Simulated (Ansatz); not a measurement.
**What LiBeF3 (model cell, started as cubic perovskite with Be in the octahedra) distorts into**

Aim: this structure of LiBeF3 (model cell, started as cubic perovskite with Be in the octahedra) is to be tested for unstable modes, and one is followed downhill.

Main program and level: Ansatz 0.2.0; DFT PBE, scalar-relativistic, plane waves, PAW; PAW set soft_1.

The structure was built from a prototype and need not be the compound's stable phase.

**1. Set-up**

Symmetry: Pm-3m, No. 221, cubic system. The conventional cell has a = 3.497 Å, b = 3.497 Å, c = 3.497 Å, α = 90.00°, β = 90.00°, γ = 90.00°. Nearest to Li lie 12 F at 2.47 Å. Nearest to Be lie 6 F at 1.75 Å. Nearest to F lie 2 Be at 1.75 Å. Farther neighbours and most contacts between anions are not listed.

**2. Response at finite wavevector**

The cell comes from relaxations at this level that are not shown. Stability and thermal properties need the whole zone. Linear response on a 4×4×4 q mesh gives force constants as far as a supercell of that size would, and the tensors from the zone-centre run are typed in so that the long-range dipole term is interpolated apart.

Input file input.yaml:

```yaml
crystal:
  lattice:
    - [3.497342264, 0.0, 0.0]
    - [0.0, 3.497342264, 0.0]
    - [0.0, 0.0, 3.497342264]
  atoms:
    - { symbol: Li, position: [0.0, 0.0, 0.0] }
    - { symbol: Be, position: [0.5, 0.5, 0.5] }
    - { symbol: F, position: [0.5, 0.5, 0.0] }
    - { symbol: F, position: [0.5, 0.0, 0.5] }
    - { symbol: F, position: [0.0, 0.5, 0.5] }
kpoints:
  mp_grid: { grid: [8, 8, 8] }
hamiltonian:
  xc: pbe
  pseudopotentials: { kind: paw, azcp: { folder: soft_1 } }
scf:
  occupations: { method: fixed }
output:
  eigenvalues: true
phonons:
  method: dfpt
  qmesh: [4, 4, 4]
  temperatures: { t_max: 1000, t_step: 50 }
  qpath:
    path:
      - [[0.0, 0.0, 0.0], [0.0, 0.5, 0.0], [0.5, 0.5, 0.0], [0.0, 0.0, 0.0], [0.5, 0.5, 0.5], [0.0, 0.5, 0.0]]
      - [[0.5, 0.5, 0.5], [0.5, 0.5, 0.0]]
    npoints: 10
  non_analytic_term:
    high_frequency_dielectric_tensor: [[2.1716, 0.0, 0.0], [0.0, 2.1716, 0.0], [0.0, 0.0, 2.1716]]
    born_effective_charges:
      - { species: Li, tensor: [[1.1859, 0.0, 0.0], [0.0, 1.1859, 0.0], [0.0, 0.0, 1.1859]] }
      - { species: Be, tensor: [[2.1891, 0.0, 0.0], [0.0, 2.1891, 0.0], [0.0, 0.0, 2.1891]] }
      - { species: F, tensor: [[-0.8756, 0.0, 0.0], [0.0, -0.8756, 0.0], [0.0, 0.0, -1.6238]] }
      - { species: F, tensor: [[-0.8756, 0.0, 0.0], [0.0, -1.6238, 0.0], [0.0, 0.0, -0.8756]] }
      - { species: F, tensor: [[-1.6238, 0.0, 0.0], [0.0, -0.8756, 0.0], [0.0, 0.0, -0.8756]] }
    source: "zone-centre run at this cell"
```

Run with:

```
> ansatz run input.yaml --threads 4 --pin off --max-ram 16384MiB --backend cpu --events-out ev --progress --plain --runs-dir out
```

Numbers of over 12 decimals in the logs are rounded to 6 here.

The log of the run:

```text
Engine: ansatz 0.2.0, aarch64-unknown-linux-gnu
Pseudopotentials: kind: paw
Pseudopotential: Li, paw, valence charge 3, recommended cutoff 420 eV (normal), soft_1/Li.paw.azcp
Pseudopotential: Be, paw, valence charge 2, recommended cutoff 420 eV (normal), soft_1/Be.paw.azcp
Pseudopotential: F, paw, valence charge 7, recommended cutoff 420 eV (normal), soft_1/F.paw.azcp
Functional definition: PBE
  parameter kappa = 0.804
  parameter beta = 0.066725
  exchange = pbe_x(kappa = kappa, mu = beta*pi^2/3)
  correlation = pbe_c(beta = beta)
Crystal: 5 atoms, lattice volume = 42.777 Å³
Basis set: ecut = 420 eV, 847 PW (Γ), exchange–correlation on 48×48×48 points (8 copies of the dense FFT grid, shifted against one another)
Bands: 18, of which v1, the nominal top of the filled ones, is band 13 counted from 1 (12 counted from 0)
Symmetry: 48 space group operations
k-points: 35 of 512
Non-local potential: Li, projectors of the file, l = 0: 3, l = 1: 2, l = 2: 1
Non-local potential: Be, projectors of the file, l = 0: 2, l = 1: 2, l = 2: 1
Non-local potential: F, projectors of the file, l = 0: 2, l = 1: 2, l = 2: 1
PAW form: soft (Blöchl's): semilocal exchange-correlation on the pseudo side does not see the compensation charge
PAW one-centre angular grid: Li, 110 points (default); XC on 96 Gauss nodes
PAW one-centre angular grid: Be, 110 points (default); XC on 64 Gauss nodes
PAW one-centre angular grid: F, 110 points (default); XC on 64 Gauss nodes
Initial density: superposition of atomic densities (chi_scale 0.1, normalization cell, long waves kept (reshape's long-wave potential 0.02 eV rms))
Initial wavefunctions: pseudopotential atomic-orbital guess
Functional: x = pbe(κ = 0.804, μ = 0.219515), c = pbe(β = 0.066725)
SCF iter   1: F=—  HF=-2728.295178 eV  |F-HF|=—  |Δ(HF+E_count)|=         —  Δρ=6.35e-2  dr2=9.96e-1  ethr=3.10e-3  ⟨swp⟩=4.6  Hψ=2993  notcnv=0  defer=77
preconditioner: auto → none  [insulator: Δε(μ)=7.558 eV  Ē_g=19.550 eV  n_scr=6 (ndim 8)  ℏωp=27.8 eV  f_vac=0.000  ε∞_Penn≈3.0]
SCF iter   2: F=—  HF=-2728.385360 eV  |F-HF|=—  |Δ(HF+E_count)|=   9.02e-2  Δρ=2.75e-2  dr2=1.27e-1  ethr=3.10e-3  ⟨swp⟩=2.1  Hψ=1348  notcnv=0  defer=66
SCF iter   3: F=—  HF=-2728.402523 eV  |F-HF|=—  |Δ(HF+E_count)|=   1.72e-2  Δρ=1.19e-2  dr2=2.95e-2  ethr=4.88e-4  ⟨swp⟩=2.0  Hψ=990  notcnv=0  defer=97
SCF iter   4: F=—  HF=-2728.417143 eV  |F-HF|=—  |Δ(HF+E_count)|=   1.46e-2  Δρ=7.61e-4  dr2=1.72e-4  ethr=1.14e-4  ⟨swp⟩=2.1  Hψ=1120  notcnv=0  defer=100
SCF iter   5: F=—  HF=-2728.417276 eV  |F-HF|=—  |Δ(HF+E_count)|=   1.33e-4  Δρ=1.02e-4  dr2=1.62e-6  ethr=6.61e-7  ⟨swp⟩=2.0  Hψ=1124  notcnv=0  defer=102
SCF iter   6: F=—  HF=-2728.417276 eV  |F-HF|=—  |Δ(HF+E_count)|=   4.15e-7  Δρ=2.08e-5  dr2=7.80e-8  ethr=6.22e-9  ⟨swp⟩=2.0  Hψ=957  notcnv=0  defer=44
SCF iter   7: F=—  HF=-2728.417276 eV  |F-HF|=—  |Δ(HF+E_count)|=   1.06e-7  Δρ=9.89e-7  dr2=1.44e-10  ethr=3.00e-10  ⟨swp⟩=2.0  Hψ=982  notcnv=0  defer=44
SCF iter   8: F=-2728.417276 eV  HF=-2728.417276 eV  |F-HF|=2.27e-12  |Δ(HF+E_count)|=  3.40e-10  Δρ=8.11e-8  dr2=1.63e-12  ethr=1.00e-12  ⟨swp⟩=10.1  Hψ=3305  notcnv=0
SCF 1 converged in 8 iterations: F = -2728.417276 eV  dr2 = 1.63e-12
  greatest PAW one-centre occupation: 1.000 electrons in one spin orbital (limit 2), on the Li atom at site 0 (counted from 0), in its partial waves of l = 0
NSCF: frozen V_eff on 35 k-points
NSCF: frozen V_eff on 125 k-points
DFPT response loops at q = (0, 0, 0) (fractional): preconditioner auto → none (the input reference at scf.mixing.eps_inf says where Resta's filter doesn't serve); β = 0.50; Broyden in place of MSR1
NSCF: frozen V_eff on 400 k-points
DFPT response loops at q = (0, 0, 0.25) (fractional): mixed as the last ones told, above
NSCF: frozen V_eff on 250 k-points
DFPT response loops at q = (0, 0, -0.5) (fractional): mixed as the last ones told, above
NSCF: frozen V_eff on 640 k-points
DFPT response loops at q = (0, 0.25, 0.25) (fractional): mixed as the last ones told, above
NSCF: frozen V_eff on 400 k-points
DFPT response loops at q = (0, 0.25, -0.5) (fractional): mixed as the last ones told, above
NSCF: frozen V_eff on 250 k-points
DFPT response loops at q = (0, -0.5, -0.5) (fractional): mixed as the last ones told, above
NSCF: frozen V_eff on 1024 k-points
DFPT response loops at q = (0.25, 0.25, 0.25) (fractional): mixed as the last ones told, above
NSCF: frozen V_eff on 640 k-points
DFPT response loops at q = (0.25, 0.25, -0.5) (fractional): mixed as the last ones told, above
NSCF: frozen V_eff on 400 k-points
DFPT response loops at q = (0.25, -0.5, -0.5) (fractional): mixed as the last ones told, above
NSCF: frozen V_eff on 250 k-points
DFPT response loops at q = (-0.5, -0.5, -0.5) (fractional): mixed as the last ones told, above
SCF converged after 8 iterations
Free energy (F): -2728.417276 eV
Harris-Foulkes:  -2728.417276 eV  (|F-HF|=2.27e-12)
Internal energy: -2728.417276 eV  (E = F + TS)
E sigma→0 (E₀):  -2728.417276 eV
Fermi energy:    2.250274 eV
--- Per-component energies (eV) ---
  E_band       = -193.803019
  E_kinetic    = 632.534021
  E_local      = -1840.390449  (includes V_loc(G=0)·N_el)
  E_nonlocal   = 245.256169
  E_hartree    = 668.614754
  E_xc         = -261.358129
  E_vxc        = -329.931205  (∫ρ·V_xc dr)
  E_paw        = -698.444183  (= ΣΔE_a)
  E_vpaw       = -238.503319  (= ΣTr[D̂ρ^β])
  E_aug_tail   = 0.002297  (compensation charges beyond the density's cutoff)
  E_ewald      = -1474.631755
  E_smearing   = -0.000000  (= −TS)
  E_closure    = 0.000000  (closes the sum)
  Σ components = -2728.417276   (vs F -2728.417276, Δ=0.00e0)
--- Band table (eV; the first three rows and the last of 35) ---
  k-point 0: bands = [... 9 lower, 1.2150, 1.4818, 1.4818, 1.4818, 9.7792, 14.7542, 17.5192, 17.5192, ... 1 higher]
  k-point 1: bands = [... 9 lower, 1.1627, 1.2787, 1.4439, 1.4439, 10.0364, 14.9012, 16.2873, 17.3646, ... 1 higher]
  k-point 2: bands = [... 9 lower, 0.9395, 1.0384, 1.4140, 1.4140, 10.7004, 14.9507, 15.3800, 17.0120, ... 1 higher]
  k-point 34: bands = [... 9 lower, 1.0244, 2.2503, 2.2503, 2.2503, 13.8442, 14.5158, 14.5158, 14.5158, ... 1 higher]
--- Phonons (Γ-DFPT): 4 representative perturbations + reference (Σ response iterations 14) ---
  ASR residual: 3.750e-3 → 0.000e0 eV/Å²; symmetrization residual: 1.150e-6 eV/Å²
  ASR residual per site (eV/Å²): 3.71e-4 3.75e-3 1.72e-3 1.72e-3 1.72e-3
  Γ frequencies (cm⁻¹): -208.46 -208.46 -208.46 0.00 0.00 0.00 207.71 207.71 207.71 212.48 212.48 212.48 485.87 485.87 485.87
--- Phonons (arbitrary-q DFPT): 10 irreducible q on the 4×4×4 mesh ---
  q = [0.0000, 0.0000, 0.0000] (star 1, of the zone-centre solve; hermiticity 2.34e-7, symmetrization 4.45e-13): -208.46 -208.46 -208.46 -0.00 -0.00 0.00 207.71 207.71 207.71 212.48 212.48 212.48 485.87 485.87 485.87
  q = [0.0000, 0.0000, 0.2500] (star 6, 9 solved perturbations in 1560 linear systems a pass and spin channel, the states on 200 of 512 k-point pairs; hermiticity 1.29e-7, symmetrization 4.24e-14): -191.84 -191.84 104.12 104.12 152.61 196.67 196.67 204.72 219.89 232.63 232.63 471.05 471.05 496.04 686.85
  q = [0.0000, 0.0000, -0.5000] (star 3, 9 solved perturbations in 975 linear systems a pass and spin channel, the states on 125 of 512 k-point pairs; hermiticity 1.34e-7, symmetrization 9.38e-10): -168.69 -168.69 119.06 119.06 188.25 188.25 226.82 242.60 244.01 267.75 267.75 451.29 451.29 523.08 657.29
  q = [0.0000, 0.2500, 0.2500] (star 12, 9 solved perturbations in 2460 linear systems a pass and spin channel, the states on 320 of 512 k-point pairs; hermiticity 1.27e-7, symmetrization 2.26e-14): -189.71 -178.06 -13.44 26.22 166.32 180.36 194.16 197.29 235.00 314.54 317.40 455.40 507.79 509.66 685.33
  q = [0.0000, 0.2500, -0.5000] (star 12, 15 solved perturbations on 200 of 512 k-point pairs; hermiticity 1.64e-7, symmetrization 1.05e-8): -165.23 -160.50 -102.64 -46.58 172.37 178.48 202.31 236.74 261.59 285.09 364.46 433.97 505.53 592.14 651.96
  q = [0.0000, -0.5000, -0.5000] (star 3, 9 solved perturbations in 975 linear systems a pass and spin channel, the states on 125 of 512 k-point pairs; hermiticity 1.58e-7, symmetrization 2.51e-9): -170.44 -159.41 -159.41 -151.17 191.91 211.45 237.52 237.52 254.86 254.86 404.09 408.83 556.73 647.09 647.09
  q = [0.2500, 0.2500, 0.2500] (star 8, 4 solved perturbations in 1376 linear systems a pass and spin channel, the states on 512 of 512 k-point pairs; hermiticity 6.35e-8, symmetrization 1.36e-13): -172.46 -172.46 -122.87 -37.47 -37.47 96.11 290.66 290.66 298.01 321.88 321.88 487.25 487.25 528.69 677.15
  q = [0.2500, 0.2500, -0.5000] (star 12, 9 solved perturbations in 2460 linear systems a pass and spin channel, the states on 320 of 512 k-point pairs; hermiticity 1.38e-7, symmetrization 5.84e-9): -157.10 -147.88 -140.57 -70.49 -17.41 15.11 241.21 283.74 313.93 357.14 370.63 453.64 521.62 611.50 632.94
  q = [0.2500, -0.5000, -0.5000] (star 6, 9 solved perturbations in 1560 linear systems a pass and spin channel, the states on 200 of 512 k-point pairs; hermiticity 1.49e-7, symmetrization 6.77e-9): -171.00 -143.23 -143.23 -137.35 -54.37 -54.37 208.59 258.85 362.15 362.15 408.37 454.89 600.13 613.40 613.40
  q = [-0.5000, -0.5000, -0.5000] (star 1, 4 solved perturbations in 350 linear systems a pass and spin channel, the states on 125 of 512 k-point pairs; hermiticity 1.63e-7, symmetrization 8.18e-8): -171.56 -171.56 -171.56 -123.33 -123.33 -123.33 205.67 205.67 412.98 412.98 412.98 573.33 573.33 573.33 617.77
  sum rule: each row above includes the acoustic sum rule's correction from the zone centre's row sums; it moved no ω² by more than (10.64 cm⁻¹)²
  mesh force constants: q→R imaginary residual 1.28e-18; ASR residual 3.750e-3 → 0.000e0 eV/Å²; symmetrization residual 7.994e-15 eV/Å²
  interpolated dispersion: 63 rows × 15 modes
  density of states and harmonic sums: on the 20×20×20 q-mesh, interpolated from the force constants of a 4×4×4 supercell (with the dipole–dipole term of supplied tensors)
  largest difference from the sums on the solved wave vectors: F 5.17e-2 eV, S 9.14e-5 and C_V 3.94e-5 eV/K
  zero-point energy: 0.240604 eV/cell   skipped modes (ω ≤ 0): 1043, of them read as no rigid motion or as one in doubt: 1040 (3.635e0 modes/cell left out, lowest -208.46 cm⁻¹)   left out of the sums: 2.42e-1 of the cell's modes: C_V's classical limit lies that fraction below 3 k_B per atom; for a crystal, a wire or a layer, F and S can be off by more, and a phonons.interpolated_qmesh denser along its periods is the remedy for the sampling
```

The job ended after 3.8 min (4 threads of Arm Neoverse V1, shared host; peak memory 1.1 GiB).

Numbers from this step:

```yaml
gap_on_the_k_mesh: 7.529 eV
volume_per_atom: 8.555 Å³
sum_rule_residual_before_enforcement: 0.003750 eV/Å²
lowest_frequency_on_the_path: -208.5 cm⁻¹
point_group: m-3m
highest_frequency_on_the_path_or_at_a_solved_wavevector: 705.3 cm⁻¹
highest_optical_mode_at_the_zone_centre_no_lo_to_term: 485.9 cm⁻¹
lowest_optical_zone_centre_mode: -208.5 cm⁻¹
lowest_mode_on_the_q_mesh_acoustic_modes_at_gamma_apart: -208.5 cm⁻¹
```

Frequencies (cm⁻¹) solved at each irreducible wavevector; negative means imaginary. Frequencies by wavevector, by row:

```csv
q in reciprocal lattice units,star,mode 1,mode 2,mode 3,mode 4,mode 13,mode 14,mode 15
0 0 0,1,-208.5,-208.5,-208.5,0,485.9,485.9,485.9
0 0 0.25,6,-191.8,-191.8,104.1,104.1,471.1,496,686.9
0 0 -0.5,3,-168.7,-168.7,119.1,119.1,451.3,523.1,657.3
0 0.25 0.25,12,-189.7,-178.1,-13.4,26.2,507.8,509.7,685.3
0 0.25 -0.5,12,-165.2,-160.5,-102.6,-46.6,505.5,592.1,652
0 -0.5 -0.5,3,-170.4,-159.4,-159.4,-151.2,556.7,647.1,647.1
0.25 0.25 0.25,8,-172.5,-172.5,-122.9,-37.5,487.2,528.7,677.1
0.25 0.25 -0.5,12,-157.1,-147.9,-140.6,-70.5,521.6,611.5,632.9
0.25 -0.5 -0.5,6,-171,-143.2,-143.2,-137.3,600.1,613.4,613.4
-0.5 -0.5 -0.5,1,-171.6,-171.6,-171.6,-123.3,573.3,573.3,617.8
```

Interpolated from a 4×4×4 q mesh, with the LO-TO term (at Γ the limit along the path; where Γ stands inside the path, tables give the limit on arrival). The phonon branches at the labelled points (cm⁻¹):

```csv
point,branch 1,branch 2,branch 3,branch 4,branch 12,branch 13,branch 14,branch 15
Γ,-208,-208,0,0,486,486,486,705
halfway,-192,-192,104,104,471,471,496,687
X,-169,-169,119,119,451,451,523,657
halfway,-165,-160,-103,-47,434,506,592,652
M,-170,-159,-159,-151,409,557,647,647
halfway,-190,-178,-13,26,455,508,510,685
Γ,-208,-208,0,0,486,486,486,705
halfway,-172,-172,-123,-38,487,487,529,677
R,-172,-172,-172,-123,573,573,573,618
halfway,-157,-148,-141,-70,454,522,612,633
X,-169,-169,119,119,451,451,523,657
jump to R,-172,-172,-172,-123,573,573,573,618
halfway,-171,-143,-143,-137,455,600,613,613
M,-170,-159,-159,-151,409,557,647,647
```

Symmetry leaves 10 wavevectors to solve. The lowest mode among them, the acoustic zeros apart, lies at Γ and is imaginary, 208.5i cm⁻¹, so the energy falls along it.

**3. The mode frozen in, largest atomic shift 0 Å**

The mode followed lies at Γ with frequency 208.5i cm⁻¹ and is 3-fold degenerate, the softest among the wavevectors solved. At small amplitude the distorted cell has space group no. 99 by a symmetry search on the positions. The undistorted cell that holds it gives the zero of energy on the same k mesh.

input.yaml, the sections that differ from step 2:

```yaml
scf:
  occupations: { method: gaussian, width: 0.02 }
output:
  forces: true
  stress: true
  eigenvalues: true
# crystal, kpoints, hamiltonian: as in step 2
# phonons: removed
```

The log of the run:

```text
[...]
Crystal: 5 atoms, lattice volume = 42.777 Å³
Basis set: ecut = 420 eV, 847 PW (Γ), exchange–correlation on 48×48×48 points (8 copies of the dense FFT grid, shifted against one another)
Bands: 18, of which v1, the nominal top of the filled ones, is band 13 counted from 1 (12 counted from 0)
Symmetry: 48 space group operations
[...]
k-points: 35 of 512
[...]
P = ⅓ Tr σ = 0.0023 GPa (0.023 kbar)
--- Band table (eV; the first three rows and the last of 35) ---
  k-point 0: bands = [... 9 lower, 1.2150, 1.4817, 1.4817, 1.4817, 9.7791, 14.7541, 17.5191, 17.5191]
  k-point 1: bands = [... 9 lower, 1.1626, 1.2787, 1.4439, 1.4439, 10.0363, 14.9012, 16.2872, 17.3646]
  k-point 2: bands = [... 9 lower, 0.9394, 1.0383, 1.4139, 1.4139, 10.7004, 14.9506, 15.3800, 17.0119]
  k-point 34: bands = [... 9 lower, 1.0244, 2.2502, 2.2502, 2.2502, 13.8441, 14.5158, 14.5158, 14.5158]
[key lines of the parts left out:]
SCF converged after 7 iterations
Free energy (F): -2728.417276 eV
Fermi energy:    6.014697 eV
```

Run time: 0.6 s. Hardware: 4 threads; peak memory 0.3 GiB.

Numbers from this step:

```
pressure                         : 0.002266 GPa
energy from the undistorted cell : 0 meV/atom
```

At this level the gap is 7.53 eV on the k-mesh of the self-consistent run, which can miss the band edges.

**4. The mode frozen in, largest atomic shift 0.6 Å**

The atoms are moved along the unstable eigenvector, the largest shift by 0.6 Å, with the cell fixed.

input.yaml, the sections that differ from step 3:

```yaml
crystal:
  lattice:
    - [3.497342264, 0.0, 0.0]
    - [0.0, 3.497342264, 0.0]
    - [0.0, 0.0, 3.497342264]
  atoms:
    - { symbol: Li, position: [0.0, 0.1715588452, 0.0] }
    - { symbol: Be, position: [0.5, 0.5488643874, 0.5] }
    - { symbol: F, position: [0.5, 0.4701326066, 0.0] }
    - { symbol: F, position: [0.5, -0.0261141753, 0.5] }
    - { symbol: F, position: [0.0, 0.4701326066, 0.5] }
# kpoints, hamiltonian, scf, output: as in step 3
```

The log of the run:

```text
[...]
Crystal: 5 atoms, lattice volume = 42.777 Å³
Basis set: ecut = 420 eV, 847 PW (Γ), exchange–correlation on 48×48×48 points (8 copies of the dense FFT grid, shifted against one another)
Bands: 18, of which v1, the nominal top of the filled ones, is band 13 counted from 1 (12 counted from 0)
Symmetry: 8 space group operations
[...]
k-points: 75 of 512 (time reversal used)
[...]
P = ⅓ Tr σ = 5.5672 GPa (55.672 kbar)
--- Band table (eV; the first three rows and the last of 75) ---
  k-point 0: bands = [... 9 lower, 0.9494, 1.2347, 1.3599, 1.3599, 9.6256, 13.7152, 16.9129, 18.1972]
  k-point 1: bands = [... 9 lower, 0.8945, 1.1236, 1.2490, 1.3522, 9.8824, 13.8938, 16.9325, 17.3047]
  k-point 2: bands = [... 9 lower, 0.6771, 0.8296, 1.1630, 1.3466, 10.5776, 14.3621, 15.7201, 17.7490]
  k-point 74: bands = [... 9 lower, 0.8548, 1.8071, 2.0695, 2.0695, 12.3981, 14.2654, 14.2654, 15.2764]
[key lines of the parts left out:]
SCF converged after 8 iterations
Free energy (F): -2728.513636 eV
Fermi energy:    5.847581 eV
```

It took 1.6 s on 4 threads; peak memory 0.35 GiB; 5.8 s of CPU time.

This step gave:

```yaml
pressure: 5.567 GPa
gap_on_the_k_mesh: 7.556 eV
energy_from_the_undistorted_cell: -19.27 meV/atom
```

The energy, extrapolated to zero smearing, is -19.27 meV/atom against the undistorted cell.

The run ends at a pressure of 5.57 GPa, with forces up to 0.85 eV/Å.

**5. Energy along the mode, all amplitudes (two of the runs are shown above)**

An imaginary frequency means negative curvature, so the energy should fall and then rise again as anharmonic terms take over.

This step gave:

- depth at the lowest point sampled: 19.27 meV/atom
- largest atomic shift at that point: 0.6 Å

Table of energy from the parent by largest atomic shift:

```csv
largest atomic shift (Å),energy from the parent (meV/atom)
0.000,0
0.040,-0.236
0.080,-0.936
0.140,-2.79
0.220,-6.52
0.320,-12.3
0.450,-18.9
0.600,-19.3
```

Displacement at unit largest shift by atom:

```csv
atom,x (Å),y (Å),z (Å),size
Li1,0.00,1.00,0.00,1.00
Be2,0.00,0.28,0.00,0.28
F3,0.00,-0.17,0.00,0.17
F4,0.00,-0.15,0.00,0.15
F5,0.00,-0.17,0.00,0.17
```

The lowest of the steps tried is the last one, at 0.6 Å, 19.3 meV/atom below the parent; the bottom of the well need not coincide with a step.

[end of part 1 of 3]

[Logs are printed without paths, hosts, clocks, repeated set-up lines and the standing remarks that a program may print on its own settings, such as how far it seeks lower states.]

[Hosts, paths, dates, database ids (printed as entryN), source tags and the programs' standing remarks are cut or masked in the printed files.]
